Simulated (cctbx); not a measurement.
**What is wrong with this refinement?**

Cell a = 8.2840 Å, b = 8.2840 Å, c = 12.9440 Å, α = 90.00°, β = 90.00°, γ = 120.00°; space group P6_3/mmc (no. 194).

Simulated single-crystal data (cctbx): Cu Kα, λ = 1.54184 Å, to d = 0.83 Å, 70 % of the full sphere, strongest reflection 40000 counts, noise from counting, a 4 % proportional error and a noise floor of 4 counts (s.d.); no absorption, and some extinction, which the refinements don't model.

An anisotropic refinement with weights 1/σ² prints:

```text
Rint 0.032, 304 unique reflections to 0.83 A
cycle     R1     wR2    GooF  max shift (A)
   1  0.0271  0.0573   3.694   0.00053
   2  0.0105  0.0218   1.406   0.00000
final R1 0.0105 wR2 0.0218 GooF 1.406  parameters 9  data/parameter 33.8
atom        x        y        z      Ueq    occ   su(xyz)  su(Uiso or U11)
Eu1    0.33029  0.16514  0.75000   0.0019  1.000  0.00001  0.0001
Mg1    0.66667  0.33333  0.93869   0.0142  1.000  0.00009  0.0004
Li1    0.00000  0.00000  0.50000   0.0129  1.000  0.00000  0.0022
difference map: max 0.28 min -0.53 rms 0.09
Q1    0.0308  0.2644  0.1671   24    0.29  1.44 A from Eu1
Q2    0.0717  0.4263  0.2500   12    0.28  1.36 A from Eu1
Q3    0.2359  0.4718  0.1701   12    0.26  1.45 A from Eu1
Q4    0.1285  0.4197  0.1671   24    0.25  1.42 A from Eu1
Q5    0.0399  0.2733  0.7500   12    0.24  1.47 A from Eu1
Q6    0.0704  0.1408  0.1930   12    0.21  1.55 A from Eu1
```

**Question.** Can this result stand? If not, what is the likely fault?

Mend it. The fault: wrong element: Eu1 is Cs. Against the right model at the same level, R1 goes from 0.0081 to 0.0105 and GooF from 1.06 to 1.41 and U of Eu1 shrinks from 0.0048 to 0.0019 Å². Eu1 has 8 electrons too many, yet its U moves the other way: dispersion, the scale or a false minimum can outweigh the electron count. The signs are weak, and the output alone doesn't single this fault out.

The compound is Cs3LiMg2. The right model at the same level gives:

```text
Rint 0.032, 304 unique reflections to 0.83 A
cycle     R1     wR2    GooF  max shift (A)
   1  0.0120  0.0297   1.915   0.00067
   2  0.0081  0.0165   1.063   0.00000
final R1 0.0081 wR2 0.0165 GooF 1.063  parameters 9  data/parameter 33.8
atom        x        y        z      Ueq    occ   su(xyz)  su(Uiso or U11)
Cs1    0.33030  0.16515  0.75000   0.0048  1.000  0.00001  0.0001
Mg1    0.66667  0.33333  0.93870   0.0181  1.000  0.00007  0.0003
Li1    0.00000  0.00000  0.50000   0.0176  1.000  0.00000  0.0016
difference map: max 0.16 min -0.75 rms 0.07
Q1    0.2536  0.5071  0.1339   12    0.17  1.48 A from Mg1
Q2    0.0324  0.1511  0.5611   24    0.16  1.39 A from Li1
Q3    0.9954  0.2518  0.1416   24    0.16  1.86 A from Cs1
Q4    0.2027  0.6014  0.5153   12    0.16  1.36 A from Mg1
Q5    0.0449  0.4017  0.5779   24    0.15  2.90 A from Mg1
Q6    0.0528  0.1057  0.1896   12    0.15  1.79 A from Cs1
```

The model was made for the exercise: a known structure type with other elements put in, its volume estimated, not relaxed; displacement parameters are assumed.

[Middle refinement cycles are left out of these outputs.]

[Logs are printed without paths, hosts, clocks, repeated set-up lines and the standing remarks that a program may print on its own settings, such as how far it seeks lower states.]
